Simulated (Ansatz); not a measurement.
# How BP (F-43m) expands on warming

Wanted: α(T), C_P(T) and B(T) of BP in the quasi-harmonic approximation.

What experiment has found for this phase:
- volume expansion coefficient 9.6 1e-6/K near room temperature (given in “Thermal expansion coefficients of high thermal conducting BAs and BP materials (three times its linear coefficient)”, 2019, arxiv:1906.04101)

Calculated with Ansatz 0.2.0; DFT LDA, scalar-relativistic, plane waves, PAW.

## (1) The starting structure

The structure is cubic, space group F-43m (No. 216). The conventional cell has a = 4.538 Å, b = 4.538 Å, c = 4.538 Å, α = 90.00°, β = 90.00°, γ = 90.00°. Nearest to B lie 4 P at 1.97 Å. Nearest to P lie 4 B at 1.97 Å. Farther neighbours are not listed.

## (2) Probe on a coarse mesh

A cheap single point shows whether the cell is a metal or an insulator and how far it is from rest; that sets the k-mesh and the occupations of what follows.

input.yaml

```yaml
crystal:
  lattice:
    - [0.0, 2.269, 2.269]
    - [2.269, 0.0, 2.269]
    - [2.269, 2.269, 0.0]
  atoms:
    - { symbol: B, position: [0.0, 0.0, 0.0] }
    - { symbol: P, position: [0.25, 0.25, 0.25] }
kpoints:
  mp_grid: { grid: [6, 6, 6] }
hamiltonian:
  xc: lda
scf:
  occupations: { method: gaussian, width: 0.1 }
output:
  forces: true
  stress: true
  eigenvalues: true
```

Run with:

```sh
$ ansatz run input.yaml --threads 4 --pin off --max-ram 8192MiB --backend cpu --events-out ev --progress --plain --runs-dir out
```

Numbers of over 12 decimals in the logs are rounded to 6 here.

The log of the run:

```text
Engine: ansatz 0.2.0, aarch64-unknown-linux-gnu
Pseudopotentials: kind: paw
Pseudopotential: B, paw, valence charge 3, recommended cutoff 420 eV (normal), B.paw.azcp
Pseudopotential: P, paw, valence charge 5, recommended cutoff 420 eV (normal), P.paw.azcp
Functional definition: SPW92
  exchange = slater_x
  correlation = pw_c
Crystal: 2 atoms, lattice volume = 23.363 Å³
Basis set: ecut = 420 eV, 459 PW (Γ)
Bands: 8, of which v1, the nominal top of the filled ones, is band 4 counted from 1 (3 counted from 0)
Symmetry: 24 space group operations
Space group: F-43m (ITA 216), of the structure as read, at distance tolerance 2.9e-5 Å
k-points: 16 of 216 (time reversal used)
Non-local potential: B, projectors of the file, l = 0: 2, l = 1: 2, l = 2: 1
Non-local potential: P, projectors of the file, l = 0: 2, l = 1: 2, l = 2: 2
PAW form: soft (Blöchl's): semilocal exchange-correlation on the pseudo side does not see the compensation charge
PAW frozen core: B, regenerated for the run's functional, and the local potential with it (the file was generated under x = pbe(κ = 0.804, μ = 0.219515), c = pbe(β = 0.066725))
PAW frozen core: P, regenerated for the run's functional, and the local potential with it (the file was generated under x = pbe(κ = 0.804, μ = 0.219515), c = pbe(β = 0.066725))
PAW one-centre angular grid: B, 110 points (default); XC on 64 Gauss nodes
PAW one-centre angular grid: P, 110 points (default); XC on 64 Gauss nodes
Initial density: superposition of atomic densities (neutral atoms: chi_scale 0, normalization atom), corrected by the library's trained network
Initial wavefunctions: pseudopotential atomic-orbital guess
Functional: x = slater, c = lda
SCF iter   1: F=—  HF=-876.609455 eV  |F-HF|=—  |Δ(HF+E_count)|=         —  Δρ=5.20e-3  dr2=5.15e-3  ethr=1.77e-3  ⟨swp⟩=6.1  Hψ=1147  notcnv=0
preconditioner: auto → none  [insulator: Δε(μ)=1.293 eV  Ē_g=12.703 eV  σ=0.100 eV  W_gap=1.00  n_scr=0 (ndim 8)  ℏωp=21.7 eV  f_vac=0.000  D(μ)=0.00/eV (n_scr^D=0)  ε∞_Penn≈3.9]
SCF iter   2: F=—  HF=-876.608429 eV  |F-HF|=—  |Δ(HF+E_count)|=   1.03e-3  Δρ=2.38e-3  dr2=9.08e-4  ethr=6.44e-5  ⟨swp⟩=1.9  Hψ=301  notcnv=0
SCF iter   3: F=—  HF=-876.608201 eV  |F-HF|=—  |Δ(HF+E_count)|=   2.29e-4  Δρ=1.09e-3  dr2=1.27e-4  ethr=1.13e-5  ⟨swp⟩=2.1  Hψ=183  notcnv=0
SCF iter   4: F=—  HF=-876.608181 eV  |F-HF|=—  |Δ(HF+E_count)|=   1.99e-5  Δρ=2.25e-4  dr2=8.62e-6  ethr=1.59e-6  ⟨swp⟩=1.1  Hψ=133  notcnv=0
SCF iter   5: F=—  HF=-876.608180 eV  |F-HF|=—  |Δ(HF+E_count)|=   9.89e-7  Δρ=2.32e-5  dr2=1.37e-7  ethr=1.08e-7  ⟨swp⟩=2.1  Hψ=189  notcnv=0
SCF iter   6: F=-876.608180 eV  HF=-876.608180 eV  |F-HF|=2.21e-10  |Δ(HF+E_count)|=   3.33e-8  Δρ=1.58e-6  dr2=4.34e-10  ethr=1.25e-9  ⟨swp⟩=5.9  Hψ=672  notcnv=0
SCF 1 converged in 6 iterations: F = -876.608180 eV  dr2 = 4.34e-10
  greatest PAW one-centre occupation: 0.770 electrons in one spin orbital (limit 2), on the P atom at site 1 (counted from 0), in its partial waves of l = 0
SCF converged after 6 iterations
Free energy (F): -876.608180 eV
Harris-Foulkes:  -876.608180 eV  (|F-HF|=2.21e-10)
Internal energy: -876.608180 eV  (E = F + TS)
E sigma→0 (E₀):  -876.608180 eV
Fermi energy:    9.710474 eV
--- Per-component energies (eV) ---
  E_band       = 20.796327
  E_kinetic    = 122.135152
  E_local      = -70.189103  (includes V_loc(G=0)·N_el)
  E_nonlocal   = 46.860858
  E_hartree    = 17.003954
  E_xc         = -94.421369
  E_vxc        = -100.573408  (∫ρ·V_xc dr)
  E_paw        = -612.669339  (= ΣΔE_a)
  E_vpaw       = -11.445070  (= ΣTr[D̂ρ^β])
  E_aug_tail   = -0.000000  (compensation charges beyond the density's cutoff)
  E_ewald      = -285.491518
  E_core_change = 0.163186  (= ΣΔE_core)
  E_smearing   = -0.000000  (= −TS)
  E_closure    = -0.000000  (closes the sum)
  Σ components = -876.608180   (vs F -876.608180, Δ=0.00e0)
--- Forces (eV/Å), atoms counted from 1 ---
  atom   1  B      0.00000000    -0.00000000     0.00000000
  atom   2  P     -0.00000000     0.00000000    -0.00000000
  max |Σ_I F_I| component: 4.81e-16 eV/Å
--- Stress (GPa, compression-positive) ---
       -5.108033       0.000000       0.000000
        0.000000      -5.108033       0.000000
        0.000000       0.000000      -5.108033
  P = ⅓ Tr σ = -5.1080 GPa (-51.080 kbar)
--- Band table (eV; the first three rows and the last of 16) ---
  k-point 0: bands = ["-6.3364", "9.0617", "9.0617", "9.0617", "12.4351", "12.4351", "12.4351", "16.4115"]
  k-point 1: bands = ["-5.8395", "6.2423", "8.3998", "8.3998", "13.0387", "13.3316", "13.3316", "17.6557"]
  k-point 2: bands = ["-4.4232", "2.3567", "7.6008", "7.6008", "12.9314", "13.8740", "13.8740", "18.9818"]
  k-point 15: bands = ["-1.3064", "0.9470", "3.7549", "3.8689", "12.8327", "13.4082", "18.1014", "18.7152"]
```

The job ended after 0.42 s (4 threads of Arm Neoverse N1, shared host; peak memory 0.24 GiB).

In the SCF lines HF is the Harris–Foulkes energy and dr2 the Hartree energy of the density residual, in eV; the loop may stop once dr2 is under the threshold and the program's other checks hold. Hψ counts applications of the Hamiltonian.

A gap read on the k-mesh alone can miss the band edges.

This step gave:

- pressure: -5.108 GPa
- gap on the k-mesh: 1.298 eV
- volume per atom: 11.68 Å³

The start is under -5.1 GPa at this level and looks like an insulator or semiconductor on this mesh.

## (3) Finding the static equilibrium

The vibrations must be taken about the equilibrium of this functional, not about the starting cell, so the structure is relaxed.

input.yaml, the sections that differ from step 2:

```yaml
kpoints:
  mp_grid: { grid: [10, 10, 10] }
scf:
  occupations: { method: gaussian, width: 0.02 }
output:
  forces: true
  stress: true
  eigenvalues: true
  write_density: true
  write_potential: true
  elf: true
  volumetric_format: npy
relax:
  adjacent_minimum: "off"
  f_tol: 0.005
  max_steps: 80
  cell: { stress_tol: 0.05 }
# crystal, hamiltonian: as in step 2
```

The log of the run:

```text
[...]
Crystal: 2 atoms, lattice volume = 23.363 Å³
Basis set: ecut = 420 eV, 459 PW (Γ)
Bands: 8, of which v1, the nominal top of the filled ones, is band 4 counted from 1 (3 counted from 0)
Symmetry: 24 space group operations
[...]
k-points: 47 of 1000 (time reversal used)
[...]
SCF iter   1: F=—  HF=-876.626741 eV  |F-HF|=—  |Δ(HF+E_count)|=         —  Δρ=5.33e-3  dr2=5.44e-3  ethr=1.77e-3  ⟨swp⟩=6.2  Hψ=3527  notcnv=0
[...]
SCF iter   6: F=-876.625534 eV  HF=-876.625534 eV  |F-HF|=5.36e-10  |Δ(HF+E_count)|=   6.76e-8  Δρ=2.58e-6  dr2=1.17e-9  ethr=1.25e-9  ⟨swp⟩=9.4  Hψ=2669  notcnv=0
SCF 1 converged in 6 iterations: F = -876.625534 eV  dr2 = 1.17e-9
[...]
relax step   1: F+E_penalty+E_count = -876.62553353 eV  Δ(F+E_penalty+E_count) = +0.000e0 eV  max|allowed force component| = 4.071e-16 eV/Å  Δτ_max = 0.0000 Å  P = -5.226 GPa  Ω = 23.363 Å³  (6 SCF iters, dr2 threshold 1.00e-7 eV, accepted)
Crystal: 2 atoms, lattice volume = 22.957 Å³
[...]
iter 1 solved again at ethr=3.88e-5 eV; its pass at ethr=3.10e-3 eV (dr2=3.11e-3 eV) is discarded
[...]
SCF iter   5: F=-876.635652 eV  HF=-876.635652 eV  |F-HF|=5.23e-12  |Δ(HF+E_count)|=   3.16e-8  Δρ=1.40e-6  dr2=1.76e-10  ethr=2.50e-9  ⟨swp⟩=9.4  Hψ=2602  notcnv=0
SCF 2 converged in 5 iterations: F = -876.635652 eV  dr2 = 1.76e-10
[...]
relax step   2: F+E_penalty+E_count = -876.63565237 eV  Δ(F+E_penalty+E_count) = -1.012e-2 eV  max|allowed force component| = 1.388e-16 eV/Å  Δτ_max = 0.0000 Å  P = -2.379 GPa  Ω = 22.957 Å³  energy of the carried Pulay correction = +4.209e-4 eV  (5 SCF iters, dr2 threshold 2.00e-7 eV, accepted)
Crystal: 2 atoms, lattice volume = 22.628 Å³
[...]
SCF iter   4: F=-876.638358 eV  HF=-876.638358 eV  |F-HF|=2.51e-8  |Δ(HF+E_count)|=   3.26e-6  Δρ=3.96e-5  dr2=1.82e-7  ethr=2.50e-9  ⟨swp⟩=8.5  Hψ=2963  notcnv=0
SCF 3 converged in 4 iterations: F = -876.638358 eV  dr2 = 1.82e-7
[...]
relax step   3: F+E_penalty+E_count = -876.63835770 eV  Δ(F+E_penalty+E_count) = -2.705e-3 eV  max|allowed force component| = 4.626e-17 eV/Å  Δτ_max = 0.0000 Å  P = +0.108 GPa  Ω = 22.628 Å³  energy of the carried Pulay correction = +7.669e-4 eV  (4 SCF iters, dr2 threshold 2.00e-7 eV, accepted)
[...]
relax step   4: F+E_penalty+E_count = -876.63834777 eV  Δ(F+E_penalty+E_count) = +9.922e-6 eV  max|allowed force component| = 1.110e-16 eV/Å  Δτ_max = 0.0000 Å  P = +0.001 GPa  Ω = 22.642 Å³  energy of the carried Pulay correction = +7.523e-4 eV  (3 SCF iters, dr2 threshold 2.94e-8 eV, accepted)
[...]
SCF iter   1: F=—  HF=-876.637669 eV  |F-HF|=—  |Δ(HF+E_count)|=         —  Δρ=6.97e-5  dr2=1.31e-7  ethr=1.67e-6  ⟨swp⟩=2.2  Hψ=4512  notcnv=0
eigensolver tolerance schedule: the retry pair's looser diagonalisation over-reported the residual by 1017.11 of it (diagonalisation noise at 1.21 of the residual, at the tolerance the schedule requests for it); recorded, not acted on — ethr = c·dr2/N_el stays at c = 1.0e-1
[...]
SCF iter   2: F=—  HF=-876.637671 eV  |F-HF|=—  |Δ(HF+E_count)|=   1.58e-6  Δρ=3.52e-5  dr2=3.16e-8  ethr=1.64e-9  ⟨swp⟩=2.1  Hψ=589  notcnv=0
[...]
SCF iter   5: F=-876.637671 eV  HF=-876.637671 eV  |F-HF|=3.18e-12  |Δ(HF+E_count)|=  1.66e-11  Δρ=1.32e-7  dr2=4.44e-12  ethr=1.00e-12  ⟨swp⟩=6.8  Hψ=2005  notcnv=0
SCF 5 converged in 5 iterations: F = -876.637671 eV  dr2 = 4.44e-12
relax step   5: F+E_penalty+E_count = -876.63767114 eV  Δ(F+E_penalty+E_count) = +6.766e-4 eV  max|allowed force component| = 1.110e-16 eV/Å  Δτ_max = 0.0000 Å  P = -0.038 GPa  Ω = 22.642 Å³  stress off target by 3.76e-2 GPa  SCF on the basis re-selected at this cell (its energy is not comparable with the rows above)  (5 SCF iters)
basis re-selected at this cell: Δ(F+E_penalty+E_count) = +6.766e-4 eV, ΔP = -0.039 GPa vs the last step (what re-selecting the basis moved, of the pressure what is left beyond the Pulay correction that the steps carried, after the strain that the cell walked since its last selection, with what the two solves' SCF thresholds leave and, on support functions, any second-order correction that the steps lacked; it is no m [...]
SCF converged after 5 iterations
Free energy (F): -876.637671 eV
[...]
Internal energy: -876.637671 eV  (E = F + TS)
E sigma→0 (E₀):  -876.637671 eV
Fermi energy:    10.061154 eV
[...]
--- Stress (GPa, compression-positive) ---
       -0.037579      -0.000000      -0.000000
       -0.000000      -0.037579       0.000000
        0.000000       0.000000      -0.037579
  P = ⅓ Tr σ = -0.0376 GPa (-0.376 kbar)
--- Band table (eV; the first three rows and the last of 47) ---
[...]
--- Relaxed structure (4 steps of the walk, 4 accepted, 1 SCFs on fresh bases) ---
  F+E_penalty+E_count = -876.63767114 eV   max|allowed force component| = 1.110e-16 eV/Å   (the final SCF, on the basis selected at the relaxed cell)
  cell:  # Å, volume = 22.6417 Å³
    - [0, 2.245397, 2.245397]
    - [2.245397, 0, 2.245397]
    - [2.245397, 2.245397, 0]
  atoms:
    - { symbol: B, position: [0, 0, 0] }
    - { symbol: P, position: [0.25, 0.25, 0.25] }
```

The job ended after 3.5 s (4 threads; peak memory 0.29 GiB).

Relaxation path:

```tsv
step	energy less that of the first step (eV)	largest force component (eV/Å)	pressure (GPa)	volume (Å³)
1	0.0000	0.0000	-5.23	23.36
2	-0.0101	0.0000	-2.38	22.96
3	-0.0128	0.0000	0.11	22.63
4	-0.0128	0.0000	0.00	22.64
5*	-0.0121	0.0000	-0.04	22.64
```

Relaxation steps marked * repeat the geometry before them on a plane-wave basis chosen anew for their cell, so energy and pressure can jump there.

Forces are held to the 24 operations that the run works with; a distortion that breaks them can't arise in this run.

```tsv
conventional cell, symmetrised	before	after	change
a (Å)	4.538	4.491	-1.0 %
b (Å)	4.538	4.491	-1.0 %
c (Å)	4.538	4.491	-1.0 %
volume (Å³/atom)	11.68	11.32	-3.1 %
```

The relaxed structure:

```cif
data_structure
_symmetry_space_group_name_H-M 'P 1'
_symmetry_Int_Tables_number 1
_cell_length_a 3.1755
_cell_length_b 3.1755
_cell_length_c 3.1755
_cell_angle_alpha 60.000
_cell_angle_beta 60.000
_cell_angle_gamma 60.000
_cell_volume 22.64
loop_
_atom_site_label
_atom_site_type_symbol
_atom_site_fract_x
_atom_site_fract_y
_atom_site_fract_z
_atom_site_occupancy
B1 B 0.00000 0.00000 0.00000 1
P2 P 0.25000 0.25000 0.25000 1
```

Numbers from this step:

```yaml
pressure: -0.03758 GPa
gap_on_the_k_mesh: 1.151 eV
volume_per_atom: 11.32 Å³
```

Valence density in the ac plane of a cell with a along [110], b along [-110] and c along [001] of the cube at fractional y = 0.000, with atoms of B and P within 0.2 Å of it. It is the smooth field of the valence electrons, not physical close to the nuclei.

Values in e/Å³, 7 rows by 16 columns, each cell a mean:
```
0.65 0.82 0.82 0.68 0.62 0.78 0.84 0.74 0.65 0.82 0.82 0.68 0.62 0.78 0.84 0.74
0.36 0.53 0.75 0.36 0.19 0.66 0.65 0.41 0.36 0.53 0.75 0.36 0.19 0.66 0.65 0.41
0.11 0.21 0.43 0.54 0.54 0.50 0.29 0.14 0.11 0.21 0.43 0.54 0.54 0.50 0.29 0.14
0.06 0.09 0.16 0.25 0.28 0.20 0.11 0.07 0.06 0.09 0.16 0.25 0.28 0.20 0.11 0.07
0.13 0.11 0.08 0.07 0.07 0.07 0.10 0.12 0.13 0.11 0.08 0.07 0.07 0.07 0.10 0.12
0.43 0.29 0.14 0.07 0.06 0.10 0.22 0.38 0.43 0.29 0.14 0.07 0.06 0.10 0.22 0.38
0.54 0.59 0.36 0.22 0.20 0.29 0.50 0.60 0.54 0.59 0.36 0.22 0.20 0.29 0.50 0.60
```
Columns run along a (6.4 Å), rows up along c (4.5 Å), edges of the conventional cell, whose origin can differ from the input's. Atoms in or near the plane, at fractional coordinates: B at (0.50, 0.00), B at (0.00, 0.00), P at (0.75, 0.75), P at (0.25, 0.75).

Electrostatic potential energy in the ac plane of a cell with a along [110], b along [-110] and c along [001] of the cube at fractional y = 0.000, with atoms of B and P within 0.2 Å of it. With pseudopotentials it is smooth inside the atoms' cores, unlike the true potential.

Ten even steps from '0' (-59 eV) to '9' (13 eV), each cell a mean:
```
158877872158877872
687412687687412687
996100489996100489
996200489996200489
998645799998645799
999988999999988999
999999999999999999
999999999999999999
999999999999999999
899999998899999998
479999985479999985
048999961048999961
```
Columns run along a (6.4 Å; values clipped at the 3rd and 97th percentile), rows up along c (4.5 Å), edges of the conventional cell, whose origin can differ from the input's. Atoms in or near the plane, at fractional coordinates: B at (0.50, 0.00), B at (0.00, 0.00), P at (0.75, 0.75), P at (0.25, 0.75).

ELF in the ac plane of a cell with a along [110], b along [-110] and c along [001] of the cube at fractional y = 0.000, with atoms of B and P within 0.2 Å of it. It is the smooth field of the valence electrons, not physical close to the nuclei.

Ten even steps from '_' (0.02) to '@' (0.93), each cell a mean:
```
..**@@%%##%%@@%%--..**@@%%##%%@@%%--
++%%@@%%--**@@@@##++%%@@%%--**@@@@##
++%%%%==__..##%%**++%%%%==__..##%%**
::++**::__..==**--::++**::__..==**--
__::==++++++++--..__::==++++++++--..
____::++****==..______::++****==..__
______..::::..__________..::::..____
..______________....______________..
--::..________..----::..________..--
**==::______..--++**==::______..--++
--====::....--==----====::....--==--
__--****==++**++..__--****==++**++..
```
Columns run along a (6.4 Å), rows up along c (4.5 Å), edges of the conventional cell, whose origin can differ from the input's. Atoms in or near the plane, at fractional coordinates: B at (0.50, 0.00), B at (0.00, 0.00), P at (0.75, 0.75), P at (0.25, 0.75).

The relaxation ends with a pressure of -0.04 GPa.

## (4) Relaxing to small residual forces and stress

The relaxation is repeated with tighter thresholds on force and stress, since phonons are sensitive to what is left; a change of mesh or smearing in the input moves the cell too.

input.yaml

```yaml
crystal:
  lattice:
    - [0.0, 2.2453968284, 2.2453968284]
    - [2.2453968284, 0.0, 2.2453968284]
    - [2.2453968284, 2.2453968284, 0.0]
  atoms:
    - { symbol: B, position: [0.0, 0.0, 0.0] }
    - { symbol: P, position: [0.25, 0.25, 0.25] }
kpoints:
  mp_grid: { grid: [12, 12, 12] }
hamiltonian:
  xc: lda
scf:
  occupations: { method: fixed }
output:
  forces: true
  stress: true
  eigenvalues: true
relax:
  adjacent_minimum: "off"
  f_tol: 0.001
  max_steps: 60
  cell: { stress_tol: 0.01 }
```

The log of the run:

```text
[...]
Crystal: 2 atoms, lattice volume = 22.642 Å³
Basis set: ecut = 420 eV, 459 PW (Γ)
Bands: 8, of which v1, the nominal top of the filled ones, is band 4 counted from 1 (3 counted from 0)
Symmetry: 24 space group operations
[...]
k-points: 72 of 1728 (time reversal used)
[...]
0.000000       0.000000       0.001498
  P = ⅓ Tr σ = 0.0015 GPa (0.015 kbar)
--- Band table (eV; the first three rows and the last of 72) ---
[...]
--- Relaxed structure (3 steps of the walk, 3 accepted, 1 SCFs on fresh bases) ---
[...]
cell:  # Å, volume = 22.6363 Å³
    - [0, 2.245219, 2.245219]
    - [2.245219, 0, 2.245219]
    - [2.245219, 2.245219, 0]
  atoms:
    - { symbol: B, position: [0, 0, 0] }
    - { symbol: P, position: [0.25, 0.25, 0.25] }
[key lines of the parts left out:]
SCF converged after 5 iterations
Free energy (F): -876.637968 eV
Fermi energy:    9.488889 eV
```

It took 3.5 s on 4 threads; peak memory 0.29 GiB; 12 s of CPU time.

Little changed from the start: no atom moved by 0.005 Å and no cell edge by 0.1 %.

This step gave:

```yaml
pressure: 0.001498 GPa
gap_on_the_k_mesh: 1.145 eV
```

The residual pressure is 0.0015 GPa, small enough for phonons.

## (5) A new level, relaxed again

The functional, the potentials or the cutoff change, so the crystal is relaxed again at the new setting.

input.yaml, the sections that differ from step 4:

```yaml
crystal:
  lattice:
    - [0.0, 2.2452187559, 2.2452187559]
    - [2.2452187559, 0.0, 2.2452187559]
    - [2.2452187559, 2.2452187559, 0.0]
  atoms:
    - { symbol: B, position: [0.0, 0.0, 0.0] }
    - { symbol: P, position: [0.25, 0.25, 0.25] }
basis:
  ecutwfc: 550.0
# kpoints, hamiltonian, scf, output, relax: as in step 4
```

The log of the run:

```text
[...]
Crystal: 2 atoms, lattice volume = 22.636 Å³
Basis set: ecut = 550 eV, 645 PW (Γ)
Bands: 8, of which v1, the nominal top of the filled ones, is band 4 counted from 1 (3 counted from 0)
Symmetry: 24 space group operations
[...]
k-points: 72 of 1728 (time reversal used)
[...]
-0.000000       0.000000      -0.005139
  P = ⅓ Tr σ = -0.0051 GPa (-0.051 kbar)
--- Band table (eV; the first three rows and the last of 72) ---
[...]
--- Relaxed structure (2 steps of the walk, 2 accepted, 2 SCFs on fresh bases) ---
[...]
cell:  # Å, volume = 22.6356 Å³
    - [0, 2.245193, 2.245193]
    - [2.245193, 0, 2.245193]
    - [2.245193, 2.245193, 0]
  atoms:
    - { symbol: B, position: [0, 0, 0] }
    - { symbol: P, position: [0.25, 0.25, 0.25] }
[key lines of the parts left out:]
SCF converged after 5 iterations
Free energy (F): -876.640512 eV
Fermi energy:    9.489168 eV
```

The job ended after 4.3 s (4 threads; peak memory 0.32 GiB; 15 s of CPU time).

Little changed from the start: no atom moved by 0.005 Å and no cell edge by 0.1 %.

Numbers from this step:

```
pressure : -0.005139 GPa
```

The residual pressure is -0.0051 GPa, small enough for phonons.

(Continued in part 2 of 3.)

[Logs are printed without paths, hosts, clocks, repeated set-up lines and the standing remarks that a program may print on its own settings, such as how far it seeks lower states.]

[Hosts, paths, dates, database ids (printed as entryN), source tags and the programs' standing remarks are cut or masked in the printed files.]

[A step with changed settings may run another functional than the one named; its input shows which.]
